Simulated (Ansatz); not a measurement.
# H on Pt(111): change of the work function, part 4 of 4

Aim: the work function of Pt(111) at several coverages of H (fcc site), and the dipole that each adsorbate carries.

Ansatz 0.2.0; plane-wave DFT, PBE, Ansatz PAW.

So far, work function, upper face (eV): step 2 (the clean slab) 5.70; step 3 (37 atoms, coverage 0.111 ML, cell 3x3) 5.65; step 4 (17 atoms, coverage 0.25 ML, cell 2x2) 5.59.

## Step 5: The covered slab, k-mesh 6×6×1, coverage 0.5 ML (continued)

The density of states has structure finer than the step of the table below, so its rows give means over 0.5 eV. Peaks (eV: height): -3.40: 38.3, -3.25: 45.1, -3.07: 53.9, -2.98: 43.9, -2.26: 41.3, -0.42: 49.6, 0.03: 39.0.

The density of states by energy, zero at the Fermi level; means over each step:

| energy (eV) | density of states (states/eV a cell) |
| --- | --- |
| -7.5 | 5.12 |
| -7.0 | 4.78 |
| -6.5 | 11.4 |
| -6.0 | 17.3 |
| -5.5 | 20.4 |
| -5.0 | 18.1 |
| -4.5 | 20.6 |
| -4.0 | 22.0 |
| -3.5 | 31.2 |
| -3.0 | 32.5 |
| -2.5 | 18.5 |
| -2.0 | 24.1 |
| -1.5 | 23.8 |
| -1.0 | 26.4 |
| -0.5 | 25.1 |
| 0.0 | 25.5 |
| 0.5 | 10.0 |
| 1.0 | 4.51 |
| 1.5 | 6.05 |

The relaxation took 4 steps and lowered the energy by 0.53 eV; the largest force on the free atoms ends at 0.0099 eV/Å.

The covered face has 5.45 eV, -0.25 eV against the clean one; the bare back face has moved by -0.02 eV, a measure of how thin the slab is.

## Step 6: Adsorbate added, k-mesh 12×12×1, coverage 1 ML

System of this step: HPt4 (H/Pt(111)). The cell holds 5 atoms: 4 Pt and 1 H. Its edges and angles: a = 2.772 Å, b = 2.772 Å, c = 25.536 Å, α = 90.0°, β = 90.0°, γ = 60.0°. Vacuum lies along c.

Another coverage, to see how the dipoles act on each other as their distance changes.

Contents of input.yaml:

```yaml
crystal:
  lattice:
    - [2.7718585823, 0.0, 0.0]
    - [1.3859292911, 2.4004999479, 0.0]
    - [0.0, 0.0, 25.5361101358]
  atoms:
    - { symbol: Pt, position: [0.0, 0.0, 0.352442089] }
    - { symbol: Pt, position: [0.3333333333, 0.3333333333, 0.4410700375] }
    - { symbol: Pt, position: [0.6666666667, 0.6666666667, 0.5314032754] }
    - { symbol: Pt, position: [0.0, 0.0, 0.6228628172] }
    - { symbol: H, position: [0.3333333333, 0.3333333333, 0.647557911] }
kpoints:
  mp_grid: { grid: [12, 12, 1] }
hamiltonian:
  xc: pbe
scf:
  occupations: { method: fermi_dirac, width: 0.1 }
  convergence: { dr2_threshold: 1.0e-08 }
efield:
  axis: 3
  dipole_correction: true
  ramp_position: 0.97
  ramp_width: 0.06
relax:
  f_tol: 0.02
  max_steps: 60
  constraints: [{ sites: [0, 1] }]
output:
  write_potential: true
  write_density: true
  volumetric_format: npy
```

On the command line:

```
$ ansatz run input.yaml --threads 4 --pin off --max-ram 16384MiB --backend cpu --events-out ev --progress --plain --runs-dir out
```

Standard output:

```text
[...]
Crystal: 5 atoms, lattice volume = 169.913 Å³
Basis set: ecut = 420 eV, 3349 PW (Γ), exchange–correlation on 40×40×360 points (8 copies of the dense FFT grid, shifted against one another)
Bands: 44, of which v1, the nominal top of the filled ones, is band 37 counted from 1 (36 counted from 0)
Symmetry: 6 space group operations
[...]
F+E_penalty+E_count = -50107.20508483 eV   max|allowed force component| = 1.023e-2 eV/Å
  atoms:
    - { symbol: Pt, position: [-1.480297e-17, -1.480297e-17, 0.352442] }
    - { symbol: Pt, position: [0.333333, 0.333333, 0.441070] }
    - { symbol: Pt, position: [0.666667, 0.666667, 0.532312] }
    - { symbol: Pt, position: [-1.405169e-17, -1.275044e-17, 0.626680] }
    - { symbol: H, position: [0.333333, 0.333333, 0.663056] }
[key lines of the parts left out:]
SCF converged after 9 iterations
Free energy (F): -50107.205085 eV
Fermi energy:    4.964445 eV
Dipole field:    D = 0.023902 V/Å  (p = 0.022444 e·Å, saw-weighted, corrected)
Work function:   Φ+ = 5.0533 eV   Φ− = 5.6636 eV
```

Run time: 15 s. Hardware: 4 threads of Arm Neoverse V2, shared host; peak memory 0.5 GiB.

The steps of the relaxation:

| step | energy less that of the first step (eV) | largest force component (eV/Å) |
| --- | --- | --- |
| 1 | 0.0000 | 1.3895 |
| 2 | -0.1887 | 0.5921 |
| 3 | -0.2414 | 0.1635 |
| 4 | -0.2448 | 0.0102 |

The run keeps the 6 symmetry operations that the program found, so distortions that break them were not tested.

The atoms that moved most (Å):

| atom | dx | dy | dz | length |
| --- | --- | --- | --- | --- |
| H5 | 0.000 | 0.000 | 0.396 | 0.396 |
| Pt4 | 0.000 | 0.000 | 0.097 | 0.097 |
| Pt3 | 0.000 | 0.000 | 0.023 | 0.023 |

The relaxed structure:

```
Pt H
1.0
     2.77186    0.00000    0.00000
     1.38593    2.40050    0.00000
     0.00000    0.00000   25.53611
Pt H
4 1
Direct
  0.00000 0.00000 0.35244
  0.33333 0.33333 0.44107
  0.66667 0.66667 0.53231
  0.00000 0.00000 0.62668
  0.33333 0.33333 0.66306
```

Running mean over 2.263 Å of the planar mean; the ramp of the sawtooth is left out. Table of electron's electrostatic potential energy less the Fermi level by z:

| z (Å) | electron's electrostatic potential energy less the Fermi level (eV) |
| --- | --- |
| 3 | 5.66 |
| 4 | 5.66 |
| 5 | 5.66 |
| 6 | 5.60 |
| 7 | 4.58 |
| 8 | -4.98 |
| 9 | -11.6 |
| 10 | -12.1 |
| 11 | -12.1 |
| 12 | -11.6 |
| 13 | -11.7 |
| 14 | -11.6 |
| 15 | -10.5 |
| 16 | -12.9 |
| 17 | -6.86 |
| 18 | 3.19 |
| 19 | 4.96 |
| 20 | 5.05 |
| 21 | 5.05 |
| 22 | 5.05 |

The relaxation took 4 steps and lowered the energy by 0.24 eV; the largest force on the free atoms ends at 0.010 eV/Å.

The covered face has 5.05 eV, -0.65 eV against the clean one; the bare back face has moved by -0.01 eV, a measure of how thin the slab is.

## Step 7: Work function against coverage

This step: plane-wave DFT, PBE, Ansatz PAW; work function against coverage (Ansatz 0.2.0).

The runs are now put side by side.

This step gave:

| Quantity | Value |
| --- | --- |
| work function of the clean face | 5.703 eV |
| largest change of the work function | -0.6498 eV |

The work function of the covered face by coverage:

| coverage (adsorbates/nm²) | work function of the covered face (eV) |
| --- | --- |
| 0.00 | 5.70 |
| 1.67 | 5.65 |
| 3.76 | 5.59 |
| 7.51 | 5.45 |
| 15.03 | 5.05 |

The dipole per adsorbate comes from the change of the cell's dipole. Coverage, by row:

| coverage (1/nm²) | coverage (ML) | work function (eV) | change (eV) | dipole per adsorbate, positive end outwards (debye) | mean height of the added atoms over the highest substrate atom (Å) |
| --- | --- | --- | --- | --- | --- |
| 1.67 | 0.1111 | 5.654 | -0.04912 | 0.056 | 0.8782 |
| 3.757 | 0.25 | 5.585 | -0.1179 | 0.07 | 0.8935 |
| 7.514 | 0.5 | 5.448 | -0.2547 | 0.085 | 0.8856 |
| 15.03 | 1 | 5.053 | -0.6498 | 0.113 | 0.9289 |

## Step 8: Outcome

* work function of the clean face: 5.70 eV
* work function at 0.11 ML: 5.65 eV
* work function at 0.25 ML: 5.59 eV
* work function at 0.5 ML: 5.45 eV
* work function at 1 ML: 5.05 eV
* dipole per adsorbate at 0.11 ML, positive end outwards: 0.06 D

What this shows: At the lowest coverage H changes the work function of Pt(111) by under 0.15 eV, within the error of so thin a slab; the largest change, -0.65 eV, comes at higher coverage. The slab has 4 layers, at the tabulated experimental lattice constant, one starting site was run, and quantum-size effects of a slab this thin can reach one or two tenths of an eV.

[Long decimals in the printed logs are rounded to 6 places.]

[Logs are printed without paths, hosts, clocks, repeated set-up lines and the standing remarks that a program may print on its own settings, such as how far it seeks lower states.]

[Hosts, paths, dates, database ids (printed as entryN), source tags and the programs' standing remarks are cut or masked in the printed files.]

[Maps of the electrostatic potential energy from Ansatz leave out the sawtooth potential of an applied field or a dipole correction, so their vacuum need not be flat; planar profiles and work functions include it.]

[The density of states shown here was stored with 400 of the rows of the run's finer table, so its peaks can read low, often by over a quarter, or be missed, and its means over a window can be off by a tenth or more.]
